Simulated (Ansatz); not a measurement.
# BaLa2S4 (I-42d):S_i (4-fold void), thermodynamic levels from a 56-atom cell

Wanted: the transition levels of a self-interstitial in BaLa2S4 (I-42d), from a cell of 56 host atoms with 1 S put in.

Program: Ansatz 0.2.0. Level of theory: place-levels on PBEsol runs: charge-transition levels and formation energies with image-charge correction and potential alignment at the atomic sites. Results are calculated unless marked as measured.

### 1. The structure

The cell holds 57 atoms: 8 Ba, 16 La and 33 S. Its edges and angles: a = 12.447 Å, b = 12.447 Å, c = 12.477 Å, α = 59.9°, β = 59.9°, γ = 60.2°. It derives from BaLa2S4 (space group I-42d). Nearest the centre at fractional (0.632, 0.753, 0.474): S57 at 0.00 Å, S54 at 2.43 Å, Ba8 at 2.43 Å, S31 at 2.43 Å, S52 at 2.43 Å, S39 at 2.71 Å, La11 at 2.76 Å, La19 at 2.78 Å.

Screening for the image-charge correction: ε∞ = (7.76, 7.76, 7.54), ε0 = (20.97, 20.97, 18.13), from a response run on this crystal (DFPT, PBEsol) at that run's own cell.

The cell's shortest repeat is 12.4 Å.

### 2. What was run first

Levels follow from differences of total energies between charge states, each relaxed by itself.

Each atom starts 0.05 Å or so off its site in a random direction. Forces are taken at one point at (¼, ¼, ¼). The cell holds 2 electrons more than the neutral one, with a uniform background that keeps it neutral on the whole.

The sampling was tested on the host first: at the k-points planned (1x1x1 shifted 0.25 0.25 0.25) its energy lies 0.005 eV an atom from the dense-mesh value, under the bound of 0.02 eV set for this test; that bounds the host's error, not the defect's.

One state's input; the others differ in charge, spin, start and seed, and in occupations where the table says so.

qm2.relax/input.yaml reads:

```yaml
crystal:
  lattice:
    - [0.0, 8.82241619, 8.7801378]
    - [8.82241619, 0.0, 8.7801378]
    - [8.82241619, 8.82241619, 0.0]
  atoms:
    - { symbol: Ba, position: [0.125, 0.625, 0.375] }
    - { symbol: Ba, position: [0.375, 0.875, 0.625] }
    - { symbol: Ba, position: [0.625, 0.125, 0.875] }
    - { symbol: Ba, position: [0.875, 0.375, 0.125] }
    - { symbol: Ba, position: [0.0, 0.0, 0.5] }
    - { symbol: Ba, position: [0.25, 0.25, 0.75] }
    - { symbol: Ba, position: [0.5, 0.5, 0.0] }
    - { symbol: Ba, position: [0.75, 0.75, 0.25] }
    - { symbol: La, position: [0.12368137, 1.00131863, 0.12631863] }
    - { symbol: La, position: [0.37368137, 0.25131863, 0.37631863] }
    - { symbol: La, position: [0.62368137, 0.50131863, 0.62631863] }
    - { symbol: La, position: [0.87368137, 0.75131863, 0.87631863] }
    - { symbol: La, position: [-0.00131863, 0.37631863, 0.37368137] }
    - { symbol: La, position: [0.24868137, 0.62631863, 0.62368137] }
    - { symbol: La, position: [0.49868137, 0.87631863, 0.87368137] }
    - { symbol: La, position: [0.74868137, 0.12631863, 0.12368137] }
    - { symbol: La, position: [0.25131863, 0.37368137, -0.00131863] }
    - { symbol: La, position: [0.50131863, 0.62368137, 0.24868137] }
    - { symbol: La, position: [0.75131863, 0.87368137, 0.49868137] }
    - { symbol: La, position: [1.00131863, 0.12368137, 0.74868137] }
    - { symbol: La, position: [0.12631863, 0.74868137, 1.00131863] }
    - { symbol: La, position: [0.37631863, -0.00131863, 0.25131863] }
    - { symbol: La, position: [0.62631863, 0.24868137, 0.50131863] }
    - { symbol: La, position: [0.87631863, 0.49868137, 0.75131863] }
    - { symbol: S, position: [0.23611748, 0.82415068, 0.34321553] }
    - { symbol: S, position: [0.48611748, 0.07415068, 0.59321553] }
    - { symbol: S, position: [0.73611748, 0.32415068, 0.84321553] }
    - { symbol: S, position: [0.98611748, 0.57415068, 0.09321553] }
    - { symbol: S, position: [0.07415068, 0.48611748, 0.84651631] }
    - { symbol: S, position: [0.32415068, 0.73611748, 0.09651631] }
    - { symbol: S, position: [0.57415068, 0.98611748, 0.34651631] }
    - { symbol: S, position: [0.82415068, 0.23611748, 0.59651631] }
    - { symbol: S, position: [0.21821553, 0.97151631, 0.86111748] }
    - { symbol: S, position: [0.46821553, 0.22151631, 0.11111748] }
    - { symbol: S, position: [0.71821553, 0.47151631, 0.36111748] }
    - { symbol: S, position: [0.96821553, 0.72151631, 0.61111748] }
    - { symbol: S, position: [0.11111748, 0.19915068, 0.22151631] }
    - { symbol: S, position: [0.36111748, 0.44915068, 0.47151631] }
    - { symbol: S, position: [0.61111748, 0.69915068, 0.72151631] }
    - { symbol: S, position: [0.86111748, 0.94915068, 0.97151631] }
    - { symbol: S, position: [0.19915068, 0.11111748, 0.46821553] }
    - { symbol: S, position: [0.44915068, 0.36111748, 0.71821553] }
    - { symbol: S, position: [0.69915068, 0.61111748, 0.96821553] }
    - { symbol: S, position: [0.94915068, 0.86111748, 0.21821553] }
    - { symbol: S, position: [0.09321553, 0.34651631, 0.57415068] }
    - { symbol: S, position: [0.34321553, 0.59651631, 0.82415068] }
    - { symbol: S, position: [0.59321553, 0.84651631, 0.07415068] }
    - { symbol: S, position: [0.84321553, 0.09651631, 0.32415068] }
    - { symbol: S, position: [0.09651631, 0.84321553, 0.73611748] }
    - { symbol: S, position: [0.34651631, 0.09321553, 0.98611748] }
    - { symbol: S, position: [0.59651631, 0.34321553, 0.23611748] }
    - { symbol: S, position: [0.84651631, 0.59321553, 0.48611748] }
    - { symbol: S, position: [0.22151631, 0.46821553, 0.19915068] }
    - { symbol: S, position: [0.47151631, 0.71821553, 0.44915068] }
    - { symbol: S, position: [0.72151631, 0.96821553, 0.69915068] }
    - { symbol: S, position: [0.97151631, 0.21821553, 0.94915068] }
  supercell: [1, 1, 1]
  defects:
    - { interstitial: { symbol: S, position: [0.632083, 0.75298, 0.473742] } }
total_charge: -2
basis:
  ecutwfc: 420
  xc_grid: 2
hamiltonian:
  xc: pbesol
kpoints:
  mp_grid: { grid: [1, 1, 1], shift: [0.25, 0.25, 0.25] }
scf:
  occupations: { method: fixed }
  max_iter: 80
output:
  forces: true
  charged_corrections:
    epsilon: [7.76, 7.76, 7.54]
    static_epsilon: [20.97, 20.97, 18.13]
relax:
  f_tol: 0.02
  max_steps: 80
  random_displacement: { amplitude: 0.05, seed: 2334 }
checkpoint:
  write: "../qm2.relax.run"
  compress: false
  write_wavefunctions: true
  write_every: 100000
```

On the command line:

```
$ ansatz run input.yaml --threads 4 --pin off --max-ram 14131MiB --backend cpu --events-out ev --progress --plain --runs-dir out
```

Defect states can disperse in a cell of this size, so the energy is taken again at a 2×2×2 shifted mesh, on the relaxed structure.

The run of this state that the levels use, under PBEsol:

qm2.point/input.yaml reads:

```yaml
crystal:
  checkpoint: "../qm2.relax.run"
  host: checkpoint
total_charge: -2
basis:
  ecutwfc: 420
  xc_grid: 2
hamiltonian:
  xc: pbesol
kpoints:
  mp_grid: { grid: [2, 2, 2], shift: [0.5, 0.5, 0.5] }
scf:
  occupations: { method: fermi_dirac, width: 0.01 }
  max_iter: 80
output:
  forces: true
  eigenvalues: true
  charged_corrections:
    epsilon: [7.76, 7.76, 7.54]
    static_epsilon: [20.97, 20.97, 18.13]
    defect_position: [0.632083, 0.75298, 0.473742]
  eigenstates: { localisation: true }
  populations: true
  band_densities: [{ bands: [v1, v1] }, { bands: [c1, c1] }]
  write_density: true
  write_potential: true
  volumetric_format: npy
  elf: true
checkpoint:
  read: "../qm2.relax.run"
  write: "../qm2.point.run"
  compress: false
  write_wavefunctions: false
  write_every: 100000
```

Relaxations under PBEsol at one point at (¼, ¼, ¼); times on 4 threads of Intel Xeon Platinum 8488C (Sapphire Rapids), shared host:

```csv
charge,moment (μB),occupations,outcome,steps,largest displacement against the far atoms (Å),time
−2,0,fixed,converged,7,0.36,68 s
−1,1,fixed,converged,8,0.37,2.7 min
0,0,fixed,converged,9,0.76,81 s
+1,1,fixed,converged,13,0.77,4.4 min
−2,2,fixed,converged,8,0.37,2.7 min
```

Single points under PBEsol at a 2×2×2 shifted mesh; times on 4 threads of Intel Xeon Platinum 8488C (Sapphire Rapids), shared host:

```
charge  moment (μB)  occupations    outcome     time
    −2            0  fermi-dirac  converged     78 s
    −1            1  fermi-dirac  converged  2.8 min
     0            0  fermi-dirac  converged     78 s
    +1            1  fermi-dirac  converged  2.5 min
    −2            2  fermi-dirac  converged  2.8 min
```

Distances (Å) from S57 to the nearest atoms after relaxation with PBEsol:

| charge | moment (μB) | 1. | 2. | 3. | 4. | 5. | 6. |
| --- | --- | --- | --- | --- | --- | --- | --- |
| −2 | 0 | La 2.67 | La 2.68 | Ba 2.78 | Ba 2.78 | S 2.82 | S 2.83 |
| −2 | 2 | S 2.46 | La 2.70 | La 2.71 | Ba 2.75 | S 2.87 | S 2.90 |
| −1 | 1 | S 2.45 | La 2.70 | La 2.70 | Ba 2.75 | S 2.87 | S 2.91 |
| 0 | 0 | S 2.09 | La 2.74 | La 2.75 | Ba 2.75 | S 2.96 | S 2.98 |
| +1 | 1 | S 2.11 | S 2.71 | La 2.76 | La 2.76 | Ba 2.83 | S 3.04 |

### 3. place-levels, PBEsol

A charged cell interacts with its images and the background, and its potential has another zero than the host's. place-levels removes the first by a point-charge model, screened by the static dielectric constant since the ions have relaxed around the charge, and the second by comparing potentials at atoms far from the defect.

The host is a run of the defect-free crystal in the same cutoffs, grids and k-points, so that basis and sampling errors cancel in part in the differences. Its band edges come from a run of the primitive cell that searches the zone for them. Chemical potentials are energies per atom of S (S12 rings, Pnnm, not the stable S8 form), run with the same functional and cutoff.

levels.point.yaml reads:

```yaml
host:
  run: host.point.run
  levels_from: { run: edges.point.run }
states: [qm2.point.run, qm1_M1.point.run, q0.point.run, qp1_M1.point.run, qm2_M2.point.run]
geometry_from:
  qm2.point.run: qm2.relax.run
  qm1_M1.point.run: qm1_M1.relax.run
  q0.point.run: q0.relax.run
  qp1_M1.point.run: qp1_M1.relax.run
  qm2_M2.point.run: qm2_M2.relax.run
  host.point.run: host.relax.run
chemical_potentials:
  S:
    energy: -884.879081
    dataset: "<sha256 of the dataset>"
epsilon: [7.76, 7.76, 7.54]
static_epsilon: [20.97, 20.97, 18.13]
vertical:
  - { from: qm2.point.run, to: qm2.point_neutral.run }
  - { from: qm1_M1.point.run, to: qm1_M1.point_neutral.run }
  - { from: qp1_M1.point.run, to: qp1_M1.point_neutral.run }
  - { from: qm2_M2.point.run, to: qm2_M2.point_neutral.run }
```

On the command line:

```
$ ansatz place-levels levels.point.yaml -- --threads 4 --pin off --max-ram 14131MiB
```

Numbers of over 12 decimals in the logs are rounded to 6 here.

What it wrote:

```text
[... repeated set-up lines and file paths are left out, and long positions are rounded to six places ...]
(+1/0) 0.324 eV above the valence edge, 1.601 eV under the conduction edge
(0/-1) 2.063 eV above the valence edge, in the conduction band; not on the lower envelope
(-1/-2) 1.543 eV above the valence edge, 0.381 eV under the conduction edge; not on the lower envelope
(0/-2) 1.803 eV above the valence edge, 0.122 eV under the conduction edge: charges between them are lowest nowhere
formation energy of charge +1: +1.074 eV with the Fermi level at the valence edge
formation energy of charge 0: +1.398 eV with the Fermi level at the valence edge
formation energy of charge -1: +3.460 eV with the Fermi level at the valence edge
formation energy of charge -2: +5.004 eV with the Fermi level at the valence edge
vertical -2 to 0: no energy, since no alignment is typed
  the change from vertical[0].from (qm2.point.run) to vertical[0].to (qm2.point_neutral.run): by its potential at epsilon [7.76, 7.76, 7.54] it stands at 0.618 0.708 0.492, with an rms radius of about 3.7 Å (2.1 2.2 2.1 Å across the planes of the cell's [...]
vertical -1 to 0: no energy, since no alignment is typed
  the change from vertical[1].from (qm1_M1.point.run) to vertical[1].to (qm1_M1.point_neutral.run): by its spins about the atoms it stands at 0.746 0.649 0.491, with an rms radius of about 3.2 Å (2.1 2.0 1.3 Å across the planes of the cell's vectors); [...]
vertical +1 to 0: no energy, since no alignment is typed
  the change from vertical[2].from (qp1_M1.point.run) to vertical[2].to (qp1_M1.point_neutral.run): by its spins about the atoms it stands at 0.661 0.689 0.735, with an rms radius of about 2.7 Å (1.2 1.1 2.2 Å across the planes of the cell's vectors); [...]
vertical -2 to 0: no energy, since no alignment is typed
  the change from vertical[3].from (qm2_M2.point.run) to vertical[3].to (qm2_M2.point_neutral.run): by its potential at epsilon [7.76, 7.76, 7.54] it stands at 0.719 0.635 0.492, with an rms radius of about 5.2 Å (3.3 3.2 2.4 Å across the planes of the cell's [...]
  edges by pbesol of host.levels_from (edges.point.run), its mesh sampled to repeats of 38.14 Å (the valence edge +0.079 eV and the conduction edge -0.143 eV from those of the host's own run), gap 1.925 eV; the host is sampled to repeats of 24.89 Å
  the defect's cells are sampled to repeats of 24.89 Å, like sampling
  charge +1: -174815.4484 eV with its correction of +0.240 eV, at epsilon [20.97, 20.97, 18.13], aligned at sites: +0.1464 eV, mean over 16 atomic sites at or beyond 6.22 Å from the defect at [0.6321, 0.7530, 0.4737], with +0.001640 for the charge's moments [...]
  charge 0: +0.000 eV for its dipole among its images, +0.000 omitted
  charge -1: -174795.1254 eV with its correction of -0.085 eV, at epsilon [20.97, 20.97, 18.13], aligned at sites: +0.1792 eV, mean over 16 atomic sites at or beyond 6.22 Å from the defect at [0.6321, 0.7530, 0.4737], with +0.000000 for the charge's moments [...]
  charge -2: -174784.6137 eV with its correction of -0.006 eV, at epsilon [20.97, 20.97, 18.13], aligned at sites: +0.1908 eV, mean over 16 atomic sites at or beyond 6.22 Å from the defect at [0.6321, 0.7530, 0.4737], with -0.002041 for the charge's moments [...]
  charge -2: states[4] (qm2_M2.point.run) stands 0.746 eV higher, with a moment of 2.00 μB against 0.00
  states[4] (qm2_M2.point.run): levels filled in part (TS 0.006 eV): its energy is of no whole electron's
  of states[3] (qp1_M1.point.run): it parts from the run at its places by a charge that spreads by about 2.2 Å along one vector (1.8 Å or more is wide), by the spins about the atoms, where the cell does not tell a trapped carrier from a band state. [...]
  of states[2] (q0.point.run): its displacements don't fall off away from the defect: farther atoms stand 0.04 Å off the host's places. [...]
  of states[1] (qm1_M1.point.run): it parts from the run at its places by a charge that spreads by about 2.1 Å along one vector (1.8 Å or more is wide), by the spins about the atoms, where the cell does not tell a trapped carrier from a band state. [...]
  of states[0] (qm2.point.run): it parts from the run at its places by a charge that spreads by about 2.2 Å along one vector (1.8 Å or more is wide), by its potential at epsilon [7.76, 7.76, 7.54], taken for that of held ions (one typed too small widens it), [...]
  of states[4] (qm2_M2.point.run): it parts from the run at its places by a charge that spreads by about 3.3 Å along one vector (1.8 Å or more is wide), by its potential at epsilon [7.76, 7.76, 7.54], taken for that of held ions (one typed too small widens [...]
  of vertical[0].from (qm2.point.run): its displacements don't fall off away from the defect: farther atoms stand 0.035 Å off the host's places. [...]
  of vertical[0].to (qm2.point_neutral.run): its displacements don't fall off away from the defect: farther atoms stand 0.035 Å off the host's places. [...]
  of vertical[1].from (qm1_M1.point.run): its displacements don't fall off away from the defect: farther atoms stand 0.032 Å off the host's places. [...]
  of vertical[1].to (qm1_M1.point_neutral.run): its displacements don't fall off away from the defect: farther atoms stand 0.032 Å off the host's places. [...]
  of vertical[2].from (qp1_M1.point.run): its displacements don't fall off away from the defect: farther atoms stand 0.037 Å off the host's places. [...]
  of vertical[2].to (qp1_M1.point_neutral.run): its displacements don't fall off away from the defect: farther atoms stand 0.037 Å off the host's places. [...]
  vertical[3].from (qm2_M2.point.run): levels filled in part (TS 0.006 eV): its energy is of no whole electron's
  of vertical[3].from (qm2_M2.point.run): its displacements don't fall off away from the defect: farther atoms stand 0.03 Å off the host's places. [...]
  of vertical[3].to (qm2_M2.point_neutral.run): its displacements don't fall off away from the defect: farther atoms stand 0.03 Å off the host's places. [...]
```

Run time: 0.48 s. Hardware: 4 threads of Intel Xeon Platinum 8488C (Sapphire Rapids), shared host.

(Continued in part 2 of 2.)

[Logs are printed without paths, hosts, clocks, repeated set-up lines and the standing remarks that a program may print on its own settings, such as how far it seeks lower states.]

[Hosts, paths, dates, database ids (printed as entryN), source tags and the programs' standing remarks are cut or masked in the printed files.]

[Where a table of states has a column of steps, it counts the stored structures, which are thinned; the runs took as many ionic steps or more.]

[A defect's name tells the site on which it was built; relaxed atoms can leave that site.]

[For some hosts the program warned that the k-mesh of the response run may be too coarse for force constants and the static dielectric constant; such warnings are not shown here.]
